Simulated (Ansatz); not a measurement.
# How Mo(110) screens a field

Aim: image plane and induced charge of Mo(110).

Main program and level: Ansatz 0.2.0; plane-wave DFT, LDA, Ansatz PAW.

The raw output is cut from this account; settings, times and results stay.

## Step 1: The system as given

The cell holds 5 atoms: 5 Mo. Cell: a = 2.728 Å, b = 2.728 Å, c = 26.910 Å, α = 90.0°, β = 90.0°, γ = 70.5°. Vacuum lies along c.

## Step 2: Atoms held, field 0

A sawtooth potential applies the field, turning back in the middle of the vacuum. With the dipole correction the typed value is the field outside the slab. The induced dipole is small, so the SCF threshold is tight.

input.yaml reads:

```yaml
crystal:
  lattice:
    - [2.2273863607, -1.575, 0.0]
    - [2.2273863607, 1.575, 0.0]
    - [0.0, 0.0, 26.909545443]
  atoms:
    - { symbol: Mo, position: [0.0, 0.0, 0.33445381] }
    - { symbol: Mo, position: [0.5, 0.5, 0.417226905] }
    - { symbol: Mo, position: [0.0, 0.0, 0.5] }
    - { symbol: Mo, position: [0.5, 0.5, 0.582773095] }
    - { symbol: Mo, position: [0.0, 0.0, 0.66554619] }
kpoints:
  mp_grid: { grid: [20, 20, 1] }
hamiltonian:
  xc: lda
scf:
  occupations: { method: fermi_dirac, width: 0.1 }
  convergence: { dr2_threshold: 1.0e-10 }
efield:
  axis: 3
  dipole_correction: true
  ramp_position: 0.97
  ramp_width: 0.06
  amplitude: 0
output:
  forces: true
  write_potential: true
  write_density: true
  volumetric_format: npy
```

On the command line:

```bash
ansatz run input.yaml --threads 2 --pin off --max-ram 3072MiB --backend cpu --events-out ev --progress --plain --runs-dir out
```

It took 3.9 min on 2 threads of Arm Neoverse N1, shared host; peak memory 0.87 GiB.

Numbers from this step:

| Item | Value |
| --- | --- |
| energy at zero smearing | -24211.2191 eV |
| work function, upper face | 4.951 eV |
| dipole along the normal | 1.20e-7 e·Å |

Running mean over 2.227 Å of the planar mean; the ramp of the sawtooth is left out. The electron's electrostatic potential energy less the Fermi level by z:

```
z (Å)  electron's electrostatic potential energy less the Fermi level (eV)
    4                                                                 4.95
    5                                                                 4.94
    6                                                                 4.81
    7                                                                 3.47
    8                                                                -5.77
    9                                                                -12.2
   10                                                                -12.5
   11                                                                -12.7
   12                                                                -12.7
   13                                                                -12.7
   14                                                                -12.7
   15                                                                -12.7
   16                                                                -12.7
   17                                                                -12.5
   18                                                                -12.1
   19                                                                -4.66
   20                                                                 3.76
   21                                                                 4.84
   22                                                                 4.94
   23                                                                 4.95
```

Force by atom:

```
atom  x (eV/Å)  y (eV/Å)  z (eV/Å)  size
 Mo1      0.00      0.00      1.07  1.07
 Mo2      0.00      0.00     -0.63  0.63
 Mo3      0.00      0.00      0.00  0.00
 Mo4      0.00      0.00      0.63  0.63
 Mo5      0.00      0.00     -1.07  1.07
```

The work function of the upper face is 4.95 eV.

## Step 3: Single point, field 0.05 V/Å

Edit input.yaml of step 2 so:

```diff
@@ -23,3 +23,3 @@
   ramp_width: 0.06
-  amplitude: 0
+  amplitude: 0.05
 output:
```

The job ended after 4.4 min (2 threads; peak memory 0.83 GiB).

The dipole is 0.0250 e·Å.

## Step 4: Single point, field -0.05 V/Å

Edit input.yaml of step 3 so:

```diff
@@ -23,3 +23,3 @@
   ramp_width: 0.06
-  amplitude: 0.05
+  amplitude: -0.05
 output:
```

Wall time 2.7 min (2 threads); peak memory 0.85 GiB.

The dipole is -0.0250 e·Å.

## Step 5: Single point, field 0.1 V/Å

Edit input.yaml of step 4 so:

```diff
@@ -23,3 +23,3 @@
   ramp_width: 0.06
-  amplitude: -0.05
+  amplitude: 0.1
 output:
```

It took 2.5 min on 2 threads; peak memory 0.85 GiB.

The dipole is 0.0500 e·Å.

## Step 6: Single point, field -0.1 V/Å

Edit input.yaml of step 5 so:

```diff
@@ -23,3 +23,3 @@
   ramp_width: 0.06
-  amplitude: 0.1
+  amplitude: -0.1
 output:
```

Wall time 2.6 min (2 threads); peak memory 0.85 GiB.

The dipole is -0.0500 e·Å.

## Step 7: Atoms held, field 0.2 V/Å

Edit input.yaml of step 6 so:

```diff
@@ -23,3 +23,3 @@
   ramp_width: 0.06
-  amplitude: -0.1
+  amplitude: 0.2
 output:
```

Run time: 2.9 min. Hardware: 2 threads; peak memory 0.85 GiB; 4.8 min of CPU time.

The dipole is 0.100 e·Å.

## Step 8: Atoms held, field -0.2 V/Å

Edit input.yaml of step 7 so:

```diff
@@ -23,3 +23,3 @@
   ramp_width: 0.06
-  amplitude: 0.2
+  amplitude: -0.2
 output:
```

Elapsed: 2.9 min, on 2 threads; peak memory 0.85 GiB; 4.8 min of CPU time.

The dipole is -0.100 e·Å.

## Step 9: Atoms held, field 0.4 V/Å

Edit input.yaml of step 8 so:

```diff
@@ -23,3 +23,3 @@
   ramp_width: 0.06
-  amplitude: -0.2
+  amplitude: 0.4
 output:
@@ -29 +29,2 @@
   volumetric_format: npy
+  elf: true
```

It took 2.6 min on 2 threads; peak memory 0.86 GiB; 4.9 min of CPU time.

Running mean over 2.227 Å of the planar mean, with the applied field; the ramp of the sawtooth is left out. Electron's electrostatic potential energy less the Fermi level against z:

```
z (Å)  electron's electrostatic potential energy less the Fermi level (eV)
  3.5                                                                 3.57
  4.0                                                                 3.77
  4.5                                                                 3.97
  5.0                                                                 4.15
  5.5                                                                 4.32
  6.0                                                                 4.40
  6.5                                                                 4.24
  7.0                                                                 3.34
  7.5                                                               0.0813
  8.0                                                                -5.77
  8.5                                                                -10.6
  9.0                                                                -12.2
  9.5                                                                -12.4
 10.0                                                                -12.5
 10.5                                                                -12.6
 11.0                                                                -12.7
 11.5                                                                -12.7
 12.0                                                                -12.7
 12.5                                                                -12.7
 13.0                                                                -12.7
 13.5                                                                -12.7
 14.0                                                                -12.7
 14.5                                                                -12.7
 15.0                                                                -12.7
 15.5                                                                -12.7
 16.0                                                                -12.7
 16.5                                                                -12.6
 17.0                                                                -12.5
 17.5                                                                -12.4
 18.0                                                                -12.1
 18.5                                                                -9.99
 19.0                                                                -4.64
 19.5                                                                 1.04
 20.0                                                                 3.93
 20.5                                                                 4.90
 21.0                                                                 5.32
 21.5                                                                 5.58
 22.0                                                                 5.80
 22.5                                                                 6.01
 23.0                                                                 6.21
 23.5                                                                 6.41
```

The dipole is 0.200 e·Å.

## Step 10: The response

This step: plane-wave DFT, LDA, Ansatz PAW; screening of a field by a metal slab (Ansatz 0.2.0).

The dipoles give the slope, and the difference of two potentials shows where the field is screened.

Numbers from this step:

```yaml
equivalent_conductor_thickness_p_eps_0ae: 12.90 Å
distance_between_the_outer_atoms: 8.910 Å
inner_field_over_outer_field: -0.003385
image_plane_upper_face: 1.970 Å
induced_electrons_on_the_upper_face_over_eps_0e: -1.004
image_plane_lower_face: 1.970 Å
induced_electrons_on_the_lower_face_over_eps_0e: 1.004
```

Dipole of the cell against applied field:

```
applied field (V/Å)  dipole of the cell (e·Å)
             -0.200                    -0.100
             -0.100                   -0.0500
             -0.050                   -0.0250
              0.000                         0
              0.050                    0.0250
              0.100                    0.0500
              0.200                     0.100
              0.400                     0.200
```

Local field over the applied field, running mean. From the potentials at -0.05 and 0.05 V/Å; running mean over 2.227 Å. Table of local field over applied field by z:

```
z (Å)  local field over applied field
  4.5                           0.991
  5.0                           0.976
  5.5                           0.942
  6.0                           0.870
  6.5                           0.738
  7.0                           0.540
  7.5                           0.323
  8.0                           0.147
  8.5                          0.0264
  9.0                         -0.0212
  9.5                         -0.0113
 10.0                         -3.3e-4
 10.5                         0.00170
 11.0                         0.00123
 11.5                         -9.7e-6
 12.0                        -0.00136
 12.5                        -0.00189
 13.0                        -0.00393
 13.5                        -0.00495
 14.0                        -0.00353
 14.5                        -0.00168
 15.0                        -0.00122
 15.5                          2.9e-4
 16.0                         0.00136
 16.5                         0.00151
 17.0                        -0.00104
 17.5                         -0.0149
 18.0                         -0.0177
 18.5                          0.0431
 19.0                           0.174
 19.5                           0.360
 20.0                           0.580
 20.5                           0.767
 21.0                           0.886
 21.5                           0.950
 22.0                           0.980
 22.5                           0.992
```

Electrons, planar mean, per unit field. The induced electron density by z:

z (Å), induced electron density (e/Å³ per V/Å) and a bar from the least value:
```
      4.5    0.00005 ###############
      5.0    0.00014 ###############
      5.5    0.00034 ################
      6.0    0.00078 ##################
      6.5    0.00162 #####################
      7.0    0.00283 ##########################
      7.5    0.00377 ##############################
      8.0    0.00264 #########################
      8.5   -0.00105 ###########
      9.0   -0.00007 ###############
      9.5   -0.00011 ##############
     10.0    0.00002 ###############
     10.5    0.00003 ###############
     11.0    0.00001 ###############
     11.5   -0.00007 ###############
     12.0    0.00007 ###############
     12.5    0.00006 ###############
     13.0   -0.00004 ###############
     13.5    0.00000 ###############
     14.0    0.00003 ###############
     14.5   -0.00007 ###############
     15.0   -0.00007 ###############
     15.5    0.00011 ###############
     16.0   -0.00005 ###############
     16.5   -0.00002 ###############
     17.0   -0.00005 ###############
     17.5    0.00023 ################
     18.0    0.00023 ################
     18.5    0.00052 #################
     19.0   -0.00313 ##
     19.5   -0.00368 
     20.0   -0.00260 ####
     20.5   -0.00144 #########
     21.0   -0.00068 ############
     21.5   -0.00029 ##############
     22.0   -0.00011 ##############
     22.5   -0.00004 ###############
```

By hand: between -0.05 and 0.05 V/Å the dipole changes by 0.05003 e·Å, a slope of 0.5003 e·Å²/V. A perfect conductor of thickness t has p = ε₀AEt, so t = 180.95 × 0.5003 / 7.016 = 12.90 Å (e/ε₀ = 180.95 V·Å, A in Å²). Less the 8.91 Å between the outer atoms, and halved, that puts each image plane 2.00 Å out.

The induced dipole is that of a conductor 12.90 Å thick.

## Step 11: A changed input

This step: plane-wave DFT, LDA, Ansatz PAW (Ansatz 0.2.0).

An input spoilt on purpose, to show how the run answers: it repeats the earlier run at 0.05 V/Å with efield.ramp_position from 0.97 to 0.475, and scf.max_iter set to 60.

Edit input.yaml of step 9 so:

```diff
@@ -18,2 +18,3 @@
   convergence: { dr2_threshold: 1.0e-10 }
+  max_iter: 60
 efield:
@@ -21,5 +22,5 @@
   dipole_correction: true
-  ramp_position: 0.97
+  ramp_position: 0.475
   ramp_width: 0.06
-  amplitude: 0.4
+  amplitude: 0.05
 output:
@@ -29,2 +30 @@
   volumetric_format: npy
-  elf: true
```

It took 1 s on 2 threads; peak memory 0.47 GiB.

The input was rejected at the start.

The program's message: “Error: efield: ion 2 (Mo) at fractional coordinate 0.5000 along the field axis lies inside the sawtooth ramp with 2 of the planes that the density is read on at each end, [0.4639, 0.5461] — the ramp m …”

The fault put into the input: the ramp among the atoms.

## Step 12: A changed input

Another changed input: it repeats the earlier run at 0.05 V/Å with efield.ramp_width from 0.06 to 0.04 and efield.dipole_correction from true to false.

Edit input.yaml of step 11 so:

```diff
@@ -18,8 +18,7 @@
   convergence: { dr2_threshold: 1.0e-10 }
-  max_iter: 60
 efield:
   axis: 3
-  dipole_correction: true
-  ramp_position: 0.475
-  ramp_width: 0.06
+  dipole_correction: false
+  ramp_position: 0.97
+  ramp_width: 0.04
   amplitude: 0.05
```

It took 2.1 min on 2 threads; peak memory 0.88 GiB.

```
                     quantity  this run  earlier run  difference
dipole along the normal (e·Å)   0.04806      0.02501       0.023
```

With the dipole correction off, the periodic images add a field of their own to the typed one.

It moves by +0.023 e·Å.

These numbers are not those of the isolated slab.

## Step 13: Results

* work function: 4.95 eV
* image plane, upper face: 1.97 Å
* induced electrons on the upper face over ε₀E: -1.00
* equivalent conductor thickness p/(ε₀AE): 12.9 Å
* inner field over outer field: -0.00339

The induced charge has its centre 1.97 Å outside the outermost atoms; this is the plane from which a capacitor's gap or an image potential counts. The equivalent conductor thickness exceeds the distance between the outer atoms by 3.99 Å, about the sum of the two image-plane distances. In the middle of the slab the field is screened to under 0.5 % of its outer value. The atoms are held at bulk positions with the tabulated experimental lattice constant.

[Long decimals in the printed logs are rounded to 6 places.]

[Logs are printed without paths, hosts, clocks, repeated set-up lines and the standing remarks that a program may print on its own settings, such as how far it seeks lower states.]

[Hosts, paths, dates, database ids (printed as entryN), source tags and the programs' standing remarks are cut or masked in the printed files.]

[Maps of the electrostatic potential energy from Ansatz leave out the sawtooth potential of an applied field or a dipole correction, so their vacuum need not be flat; planar profiles and work functions include it.]
